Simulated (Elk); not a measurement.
## BN (F-43m): refractive index against wavelength

The refractive index of BN (F-43m) below the direct gap (8.84 eV on the mesh) is read from one computed spectrum, n = √(Re ε).

It takes space group F-43m (No. 216, cubic). The conventional cell has a = 3.615 Å, b = 3.615 Å, c = 3.615 Å, α = 90.00°, β = 90.00°, γ = 90.00°. N on site c has 4 B at 1.57 Å as nearest neighbours. B on site a has 4 N at 1.57 Å as nearest neighbours.

Method: Elk 11.2.3 (patched build), PBE, independent particles, k-mesh 16×16×16, Lorentzian half width 0.15 eV.

Launch of the response step: `OMP_NUM_THREADS=4 elk`. The run took 22 s, its band step included, on 4 threads of Intel(R) Xeon(R) 6975P-C (Granite Rapids) (shared host).

```
wavelength (nm)  photon energy E (eV)       n
            532                 2.331  2.1836
            450                 2.755  2.1963
            405                 3.061       ?
            365                 3.397  2.2206
            308                 4.025  2.2510
            266                 4.661  2.2898
            248                 4.999  2.3144
```

In the single-oscillator model n² − 1 = E₀E_d/(E₀² − E²), so 1/(n² − 1) = E₀/E_d − E²/(E₀E_d) is linear in E².

Working, on the rows shown:

| x = E² (eV²) | y = 1/(n² − 1) |
| --- | --- |
| 5.43137 | 0.265385 |
| 7.59115 | 0.261524 |
| 11.5384 | 0.254384 |
| 16.2043 | 0.245881 |
| 21.7255 | 0.235672 |
| 24.9936 | 0.229545 |

Means: x̄ = 14.581, ȳ = 0.24873. Σ(x − x̄)(y − ȳ) = -0.5567, Σ(x − x̄)² = 303.9. Slope = -0.5567 / 303.9 = -0.001832; intercept = ȳ − slope · x̄ = 0.27544. Turned back into n, the line misses the rows shown by at most 0.00047.

Q: What does the fit predict for the withheld row, and how well does it do?

A: At x = 9.3718 the line gives y = 0.25827, that is 2.2072. The run gave 2.2071, so the interpolation is off by 0.00013, 0.1 % of the range in the table.

Refitted with all rows, the slope is -0.001832 and the intercept 0.27545. These give E₀ = √(intercept/−slope) = 12.26 eV and E_d = E₀/intercept = 44.5 eV; E₀ is 1.4 times the direct gap. The electronic limit at long wavelengths, without lattice vibrations, is n = √(1 + 1/intercept) = 2.152. Excitons are left out and so are local fields; PBE gaps are as a rule too small. The values come from a sum over the points of one k-mesh and carry its error, which grows as the direct gap shrinks.

[Logs are printed without paths, hosts, clocks, repeated set-up lines and the standing remarks that a program may print on its own settings, such as how far it seeks lower states.]
